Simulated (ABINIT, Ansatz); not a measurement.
# YVO4 (I4_1/amd): changed settings of a GW run in ABINIT

Aim: change inputs of a GW run on YVO4 (I4_1/amd) and see what moves.

Calculated with ABINIT 10.8.3; LDA and many-body steps on it, plane waves.

## (1) Starting point

It takes space group I4_1/amd (No. 141, tetragonal). Conventional cell: a = 7.118 Å, b = 7.118 Å, c = 6.289 Å, α = 90.00°, β = 90.00°, γ = 90.00°. Nearest to Y lie 8 O at 2.30 to 2.43 Å. V has 4 O at 1.71 Å nearest. Nearest to O lie 1 V at 1.71 Å and 2 Y at 2.30 to 2.43 Å. Farther neighbours and most contacts between anions are not listed.

The cell and positions come from the Crystallography Open Database and are kept as given unless a step says otherwise.

## (2) Screening, 4×4×4 mesh, 134 bands, screening to 98 eV

This step: ABINIT 10.8.3; RPA screening on LDA, plane waves, norm-conserving pseudopotentials.

The RPA dielectric matrix is built and inverted for each q.

File run.abi:

```
acell 3*1.0 Angstrom
rprim 
  -3.559150000000 3.559150000000 3.144650000000
  3.559150000000 -3.559150000000 3.144650000000
  3.559150000000 3.559150000000 -3.144650000000
ntypat 3
znucl 39 23 8
natom 12
typat 1 1 2 2 3 3 3 3 3 3 3 3
xred 
  0.750000000000 0.250000000000 0.500000000000
  0.000000000000 0.000000000000 0.000000000000
  0.500000000000 0.500000000000 0.000000000000
  0.250000000000 0.750000000000 0.500000000000
  0.510000000000 0.325800000000 0.184200000000
  0.075800000000 0.391600000000 0.315800000000
  0.141600000000 0.325800000000 0.815800000000
  0.075800000000 0.760000000000 0.684200000000
  0.240000000000 0.924200000000 0.315800000000
  0.674200000000 0.490000000000 0.815800000000
  0.608400000000 0.924200000000 0.684200000000
  0.674200000000 0.858400000000 0.184200000000
pp_dirpath "pseudos"
pseudos "Y.upf, V.upf, O.upf"
ecut 38
ngkpt 4 4 4
nshiftk 1
shiftk 0 0 0
kptopt 1
chksymbreak 0
istwfk *1
occopt 1
irdwfk 1
optdriver 3
nband 134
ecuteps 3.6
inclvkb 2
awtr 1
symchi 1
indata_prefix "in"
outdata_prefix "out"
tmpdata_prefix "tmp"
```

Command:

```sh
$ OMP_NUM_THREADS=1 mpirun -n 8 abinit run.abi > log
```

Output:

```text
.Version 10.8.3 of ABINIT. v10.8.2 released Aug 2026.

 Symmetries : space group I4_1/a m d (#141); Bravais tI (body-center tetrag.)
[... echo of the input left out ...]
== DATASET  1 ==================================================================
-   mpi_nproc: 8, omp_nthreads: 1 (-1 if OMP is not activated)

--- !DatasetInfo
iteration_state: {dtset: 1, }
dimensions: {natom: 12, nkpt: 13, mband: 134, nsppol: 1, nspinor: 1, nspden: 1, mpw: 12062, }
cutoff_energies: {ecut:  38.0, pawecutdg:  -1.0, }
electrons: {nelect:   9.60000000E+01, charge:   0.00000000E+00, occopt:   1.00000000E+00, tsmear:   1.00000000E-02, }

 SCREENING: Calculation of the susceptibility and dielectric matrices

 Based on a program developped by R.W. Godby, V. Olevano, G. Onida, and L. Reining.
 Incorporated in ABINIT by V. Olevano, G.-M. Rignanese, and M. Torrent.
.Using double precision arithmetic ; gwpc =  8

[... cell and pseudopotentials left out ...]
--------------------------------------------------------------------------------

 ==== K-mesh for the wavefunctions ====
 Number of points in the irreducible wedge :    13
[... list of points left out ...]
 Together with 16 symmetry operations and time-reversal symmetry
 yields    64 points in the full Brillouin Zone.

 ==== Q-mesh for the screening function ====
 Number of points in the irreducible wedge :    13
[... list of points left out ...]
 Together with 16 symmetry operations and time-reversal symmetry
 yields    64 points in the full Brillouin Zone.

 setmesh: FFT mesh size selected  =    36x   36x   36
          total number of points  =        46656

 vcoul_init : cutoff-mode = AUXILIARY_FUNCTION
 q-points for optical limit:   1
     1)      0.000010    0.000020    0.000030

- screening: taking advantage of time-reversal symmetry
- Maximum band index for partially occupied states nbvw = 48
- Remaining bands to be divided among processors   nbcw = 86
- Number of bands treated by each node ~10

 Number of electrons calculated from density =   96.0000; Expected =   96.0000
 average of density, n =  0.089279
 r_s =    1.3880
 omega_plasma =   28.8224 [eV]

 calculating chi0 at frequencies [eV] :
  1    0.000000E+00    0.000000E+00
  2    0.000000E+00    2.882242E+01

--------------------------------------------------------------------------------
  q-point number  1        q = ( 0.000000, 0.000000, 0.000000) [r.l.u.]
--------------------------------------------------------------------------------
[... chi0 elements left out ...]
 For q-point:  0.000010 0.000020 0.000030
  dielectric constant =   4.0304
  dielectric constant without local fields =   4.9138

  Average fulfillment of the sum rule on Im[epsilon] for q-point    1 :     40.12  [%]
[... wings left out ...]
  q-point number  2        q = ( 0.250000, 0.000000, 0.000000) [r.l.u.]
--------------------------------------------------------------------------------
[... chi0 elements left out ...]
  Average fulfillment of the sum rule on Im[epsilon] for q-point    2 :     51.24  [%]

 [... 11 further q-points ...]
```

Elapsed: 5.1 min, on 8 MPI ranks of Arm Neoverse V2, shared host; peak memory 7.1 GiB; 41 min of CPU time.

This step gave:

* ε∞ with local fields, on this mesh, along the program's q direction: 4.030
* the same without local fields: 4.914
* plasma frequency: 28.82 eV
* plane waves in the screening matrix: 349

Local fields lower ε∞ by 18 %.

## (3) Base

The self-energy is evaluated for the states that the input lists, and the levels follow from it, in one-shot runs by the linearised quasiparticle equation.

This step: G0W0 on LDA, plane waves, norm-conserving pseudopotentials.

run.abi, as its differences from that of step 2:

```diff
@@ -33,8 +33,15 @@
 irdwfk 1
-optdriver 3
+optdriver 4
 nband 134
+gwcalctyp 0
+ecutsigx 38
+symsigma 1
+nkptgw 1
+kptgw 
+  0.0000000000 0.0000000000 0.0000000000
+bdgw 
+  46 50
 ecuteps 3.6
-inclvkb 2
-awtr 1
-symchi 1
+irdscr 1
+ppmodel 1
 indata_prefix "in"
```

Output:

```text
.Version 10.8.3 of ABINIT. v10.8.2 released Aug 2026.

 Symmetries : space group I4_1/a m d (#141); Bravais tI (body-center tetrag.)
[... echo of the input left out ...]
== DATASET  1 ==================================================================
-   mpi_nproc: 8, omp_nthreads: 1 (-1 if OMP is not activated)

--- !DatasetInfo
iteration_state: {dtset: 1, }
dimensions: {natom: 12, nkpt: 13, mband: 134, nsppol: 1, nspinor: 1, nspden: 1, mpw: 12062, }
cutoff_energies: {ecut:  38.0, pawecutdg:  -1.0, }
electrons: {nelect:   9.60000000E+01, charge:   0.00000000E+00, occopt:   1.00000000E+00, tsmear:   1.00000000E-02, }

 SIGMA: Calculation of the GW corrections

 Based on a program developped by R.W. Godby, V. Olevano, G. Onida, and L. Reining.
 Incorporated in ABINIT by V. Olevano, G.-M. Rignanese, and M. Torrent.
.Using double precision arithmetic ; gwpc =  8

[... cell and pseudopotentials left out ...]
--------------------------------------------------------------------------------

 ==== K-mesh for the wavefunctions ====
 Number of points in the irreducible wedge :    13
[... list of points left out ...]
 Together with 16 symmetry operations and time-reversal symmetry
 yields    64 points in the full Brillouin Zone.

 ==== Q-mesh for screening function ====
 Number of points in the irreducible wedge :    13
[... list of points left out ...]
 Together with 16 symmetry operations and time-reversal symmetry
 yields    64 points in the full Brillouin Zone.

 vcoul_init : cutoff-mode = AUXILIARY_FUNCTION
 q-points for optical limit:   1
     1)      0.000010    0.000020    0.000030
 setmesh: FFT mesh size selected  =    60x   60x   60
          total number of points  =       216000

 Number of electrons calculated from density =   96.0000; Expected =   96.0000
 average of density, n =  0.089279
 r_s =    1.3880
 omega_plasma =   28.8224 [eV]

 === KS Band Gaps ===
  >>>> For spin  1
   Minimum direct gap =   2.8750 [eV], located at k-point      :   0.0000  0.0000  0.0000
   Fundamental gap    =   2.8750 [eV], Top of valence bands at :   0.0000  0.0000  0.0000
                                       Bottom of conduction at :   0.0000  0.0000  0.0000
 SIGMA fundamental parameters:
 PLASMON POLE MODEL  1
 number of plane-waves for SigmaX                12033
 number of plane-waves for SigmaC and W            349
 number of plane-waves for wavefunctions         12033
 number of bands                                   134
 number of independent spin polarizations            1
 number of spinorial components                      1
 number of k-points in IBZ                          13
 number of q-points in IBZ                          13
 number of symmetry operations                      16
 number of k-points in BZ                           64
 number of q-points in BZ                           64
 number of frequencies for dSigma/dE                 9
 frequency step for dSigma/dE [eV]                0.25
 number of omega for Sigma on real axis              0
 max omega for Sigma on real axis  [eV]           0.00
 zcut for avoiding poles [eV]                     0.10

 EPSILON^-1 parameters (SCR file):
 dimension of the eps^-1 matrix on file            349
 dimension of the eps^-1 matrix used               349
 number of plane-waves for wavefunctions         12033
 number of bands                                   134
 number of q-points in IBZ                          13
 number of frequencies                               2
 number of real frequencies                          1
 number of imag frequencies                          1

 matrix elements of self-energy operator (all in [eV])

 Perturbative Calculation

--- !SelfEnergy_ee
iteration_state: {dtset: 1, }
kpoint     : [   0.000,    0.000,    0.000, ]
spin       : 1
KS_gap     :    2.875
QP_gap     :    5.288
Delta_QP_KS:    2.413
data: !SigmaeeData |
     Band     E0 <VxcDFT>   SigX SigC(E0)      Z dSigC/dE  Sig(E)    E-E0       E
       46   2.703 -19.235 -24.331   4.862   0.774  -0.292 -19.416  -0.180   2.523
       47   2.703 -19.235 -24.331   4.862   0.774  -0.292 -19.416  -0.180   2.523
       48   3.108 -19.463 -24.612   4.913   0.770  -0.298 -19.646  -0.182   2.925
       49   5.983 -20.102 -13.084  -4.198   0.791  -0.264 -17.872   2.231   8.214
       50   6.715 -22.451 -14.739  -4.566   0.774  -0.292 -20.016   2.436   9.150

== END DATASET(S) ==============================================================
================================================================================

 -outvars: echo values of variables after computation  --------
           etotal      0.0000000000E+00
            nband         134
             nkpt          13
          spgroup         141
 [... the other variables as echoed above ...]

 Calculation completed.
```

Wall time 11 s (8 MPI ranks); peak memory 4.7 GiB; 85 s of CPU time.

Numbers from this step:

```
G0W0 gap on the points computed              : 5.289 eV
starting gap on the mesh                     : 2.875 eV
k of the valence top                         : 0, 0, 0
k of the conduction bottom                   : 0, 0, 0
Z at the valence top                         : 0.77
Z at the conduction bottom                   : 0.791
least direct G0W0 gap on the computed points : 5.289 eV
```

The gap on the mesh goes from 2.87 eV to 5.29 eV, a correction of +2.41 eV.

## (4) No symmetry in the self-energy

run.abi, as its differences from that of step 3:

```diff
@@ -37,3 +37,3 @@
 ecutsigx 38
-symsigma 1
+symsigma 0
 nkptgw 1
```

Output:

```text
.Version 10.8.3 of ABINIT. v10.8.2 released Aug 2026.

 Symmetries : space group I4_1/a m d (#141); Bravais tI (body-center tetrag.)
[... echo of the input left out ...]
== DATASET  1 ==================================================================
-   mpi_nproc: 8, omp_nthreads: 1 (-1 if OMP is not activated)

--- !DatasetInfo
iteration_state: {dtset: 1, }
dimensions: {natom: 12, nkpt: 13, mband: 134, nsppol: 1, nspinor: 1, nspden: 1, mpw: 12062, }
cutoff_energies: {ecut:  38.0, pawecutdg:  -1.0, }
electrons: {nelect:   9.60000000E+01, charge:   0.00000000E+00, occopt:   1.00000000E+00, tsmear:   1.00000000E-02, }

 SIGMA: Calculation of the GW corrections

 Based on a program developped by R.W. Godby, V. Olevano, G. Onida, and L. Reining.
 Incorporated in ABINIT by V. Olevano, G.-M. Rignanese, and M. Torrent.
.Using double precision arithmetic ; gwpc =  8

[... cell and pseudopotentials left out ...]
--------------------------------------------------------------------------------

 ==== K-mesh for the wavefunctions ====
 Number of points in the irreducible wedge :    13
[... list of points left out ...]
 Together with 16 symmetry operations and time-reversal symmetry
 yields    64 points in the full Brillouin Zone.

 ==== Q-mesh for screening function ====
 Number of points in the irreducible wedge :    13
[... list of points left out ...]
 Together with 16 symmetry operations and time-reversal symmetry
 yields    64 points in the full Brillouin Zone.

 vcoul_init : cutoff-mode = AUXILIARY_FUNCTION
 q-points for optical limit:   1
     1)      0.000010    0.000020    0.000030
 setmesh: FFT mesh size selected  =    60x   60x   60
          total number of points  =       216000

 Number of electrons calculated from density =   96.0000; Expected =   96.0000
[...]
number of q-points in IBZ                          13
 number of symmetry operations                      16
 number of k-points in BZ                           64
 number of q-points in BZ                           64
 number of frequencies for dSigma/dE                 9
 frequency step for dSigma/dE [eV]                0.25
 number of omega for Sigma on real axis              0
 max omega for Sigma on real axis  [eV]           0.00
 zcut for avoiding poles [eV]                     0.10

 EPSILON^-1 parameters (SCR file):
 dimension of the eps^-1 matrix on file            349
 dimension of the eps^-1 matrix used               349
 number of plane-waves for wavefunctions         12033
 number of bands                                   134
 number of q-points in IBZ                          13
 number of frequencies                               2
 number of real frequencies                          1
 number of imag frequencies                          1

 matrix elements of self-energy operator (all in [eV])

 Perturbative Calculation

--- !SelfEnergy_ee
iteration_state: {dtset: 1, }
kpoint     : [   0.000,    0.000,    0.000, ]
spin       : 1
KS_gap     :    2.875
QP_gap     :    5.288
Delta_QP_KS:    2.413
data: !SigmaeeData |
     Band     E0 <VxcDFT>   SigX SigC(E0)      Z dSigC/dE  Sig(E)    E-E0       E
       46   2.703 -19.235 -24.331   4.862   0.774  -0.292 -19.416  -0.180   2.523
       47   2.703 -19.235 -24.331   4.863   0.774  -0.292 -19.416  -0.180   2.523
       48   3.108 -19.463 -24.612   4.913   0.770  -0.298 -19.646  -0.182   2.925
       49   5.983 -20.102 -13.084  -4.198   0.791  -0.264 -17.872   2.231   8.214
       50   6.715 -22.451 -14.739  -4.566   0.774  -0.292 -20.016   2.436   9.150

== END DATASET(S) ==============================================================
================================================================================

 -outvars: echo values of variables after computation  --------
           etotal      0.0000000000E+00
            nband         134
             nkpt          13
          spgroup         141
 [... the other variables as echoed above ...]

 Calculation completed.
```

The job ended after 38 s (8 MPI ranks; peak memory 4.7 GiB; 5 min of CPU time).

This step gave:

| Quantity | Value |
| --- | --- |
| G0W0 gap on the points computed | 5.289 eV |
| starting gap on the mesh | 2.875 eV |
| k of the valence top | 0, 0, 0 |
| k of the conduction bottom | 0, 0, 0 |
| Z at the valence top | 0.77 |
| Z at the conduction bottom | 0.791 |
| least direct G0W0 gap on the computed points | 5.289 eV |

Against G0W0 in ABINIT (4×4×4 mesh, 134 bands, screening to 98 eV, Godby-Needs plasmon pole), the gap moves by +0.000 eV.

## (5) Point off the mesh

run.abi, as its differences from that of step 4:

```diff
@@ -37,8 +37,8 @@
 ecutsigx 38
-symsigma 0
+symsigma 1
 nkptgw 1
 kptgw 
-  0.0000000000 0.0000000000 0.0000000000
+  0.137 0.291 0
 bdgw 
-  46 50
+  48 49
 ecuteps 3.6
```

Output:

```text
.Version 10.8.3 of ABINIT. v10.8.2 released Aug 2026.

 Symmetries : space group I4_1/a m d (#141); Bravais tI (body-center tetrag.)
================================================================================
 Values of the parameters that define the memory need of the present run
     intxc =       0    ionmov =       0      iscf =       7    lmnmax =       6
     lnmax =       6     mgfft =      64  mpssoang =       3    mqgrid =    3001
     natom =      12  nloc_mem =       1    nspden =       1   nspinor =       1
    nsppol =       1      nsym =      16    n1xccc =    2501    ntypat =       3
    occopt =       1   xclevel =       1
-    mband =         134        mffmem =           1         mkmem =           2
       mpw =       12062          nfft =      262144          nkpt =          13
================================================================================
  Rough estimation (10% accuracy) of disk space for files :
================================================================================

--------------------------------------------------------------------------------
------------- Echo of variables that govern the present computation ------------
--------------------------------------------------------------------------------
 -outvars: echo values of preprocessed input variables --------
            acell      1.8897261259E+00  1.8897261259E+00  1.8897261259E+00 Bohr

             bdgw          48      49
      chksymbreak           0
             ecut      3.80000000E+01 Hartree
          ecuteps      3.60000000E+00 Hartree
         ecutsigx      3.80000000E+01 Hartree
          ecutwfn      3.80000000E+01 Hartree
-          fftalg         312
           irdscr           1
           irdwfk           1

              ixc       -1012
[...]
- V Generated using ONCVPSP code by D. R. Hamann
- 23.00000  13.00000  180309                  znucl, zion, pspdat
12 -1012 2 -1 1518                            pspcod,pspxc,lmax,lloc,mmax
     nproj     2     2     2
  pspatm : epsatm=   13.97969020
         --- l  ekb(1:nproj) -->
[...]
pspatm: atomic psp has been read  and splines computed

- O Generated using ONCVPSP code by D. R. Hamann
-  8.00000   6.00000  201201                  znucl, zion, pspdat
12 -1012 2 -1 926                             pspcod,pspxc,lmax,lloc,mmax
     nproj     2     2     1
  pspatm : epsatm=    6.27558587
         --- l  ekb(1:nproj) -->
             0    6.026028    0.816167
             1   -4.798959   -1.172522
             2   -1.033686
 pspatm: atomic psp has been read  and splines computed

   1.10542395E+04                                ecore*ucvol(ha*bohr**3)
--------------------------------------------------------------------------------

 ==== K-mesh for the wavefunctions ====
 Number of points in the irreducible wedge :    13
 Reduced coordinates and weights :

     1)     0.00000000E+00  0.00000000E+00  0.00000000E+00       0.01563
     2)     2.50000000E-01  0.00000000E+00  0.00000000E+00       0.12500
     3)     5.00000000E-01  0.00000000E+00  0.00000000E+00       0.06250
[...]
12)    -2.50000000E-01 -2.50000000E-01  2.50000000E-01       0.03125
    13)     5.00000000E-01  5.00000000E-01  5.00000000E-01       0.01563

 Together with 16 symmetry operations and time-reversal symmetry
 yields    64 points in the full Brillouin Zone.

--- !ERROR
message: |
    k-point [ 1.3700E-01,  2.9100E-01,  0.0000E+00]  not in the list of k points treated in the preparatory SCF run.
     Change kptgw, or shiftk of previous run.

--- !ERROR
message: |
    k-point [ 1.3700E-01,  2.9100E-01,  0.0000E+00]  not in the list of k points treated in the preparatory SCF run.
     Change kptgw, or shiftk of previous run.

--- from the log ---
k-point [ 1.3700E-01,  2.9100E-01,  0.0000E+00]  not in the list of k points treated in the preparatory SCF run.
     Change kptgw, or shiftk of previous run.
```

It took 2.5 s on 8 MPI ranks; peak memory 0.06 GiB.

The run stopped with an error after 2.5 s.

The program's words: k-point [ 1.3700E-01,  2.9100E-01,  0.0000E+00]  not in the list of k points treated in the preparatory SCF run. Change kptgw, or shiftk of previous run.

The fault put into this input: point off the mesh.

## (6) The runs together

Times are wall times on 8 MPI ranks of Arm Neoverse V2, shared host, good to a factor of about two. A run's time includes the screening step that it read.

| run | mesh | bands | screening cutoff (eV) | DFT gap (eV) | gap on the mesh (eV) | direct (eV) | ε∞ used | time |
| --- | --- | --- | --- | --- | --- | --- | --- | --- |
| base | 4×4×4 | 134 | 98 | 2.875 | 5.289 | 5.289 | 4.03 | 5.3 min |
| no symmetry in the self-energy | 4×4×4 | 134 | 98 | 2.875 | 5.289 | 5.289 | 4.03 | 5.7 min |

## (7) Results

```yaml
base: 5.289 eV
no_symmetry_in_the_self_energy: 5.289 eV
known_limits: not at the basis limit; no spin polarisation; d states lean on the start; no spin-orbit coupling
```

In words: No symmetry in the self-energy: no change against base (keys changed: symsigma). Bands and cutoff are finite, so the gap is not at the basis limit. The miss can reach some tenths of an eV and take either sign; the mesh is an error of its own. In the G0W0 runs levels were corrected at 1 k point alone, so a gap called «on the mesh» is the least over those, and an edge elsewhere would be missed. The runs have no spin polarisation. For a closed low-spin shell that is the natural state; where a d or f shell is open it is a constraint, and the gap is then not the crystal's own. With d states at the gap, one-shot GW leans hard on its start. The many-body steps are scalar-relativistic: spin-orbit coupling is not in them.

[Paths, hosts, dates, memory and timing lines, banners, echoed tables and standing remarks are left out of the program output.]

[Logs are printed without paths, hosts, clocks, repeated set-up lines and the standing remarks that a program may print on its own settings, such as how far it seeks lower states.]

[Runs of the session that timed out or met a known fault of the program may be left out.]

[Hosts, paths, dates, database ids (printed as entryN), source tags and the programs' standing remarks are cut or masked in the printed files.]

[G0W0 gaps are taken among the corrected bands and points alone; a level outside them can change the order at an edge.]

[Where Ansatz stands beside ABINIT at settings called matched, ABINIT's density can come from a denser mesh and the files from another edition; pairs whose starting gaps differed by over 0.03 eV were left out, so agreement reads better than it is.]
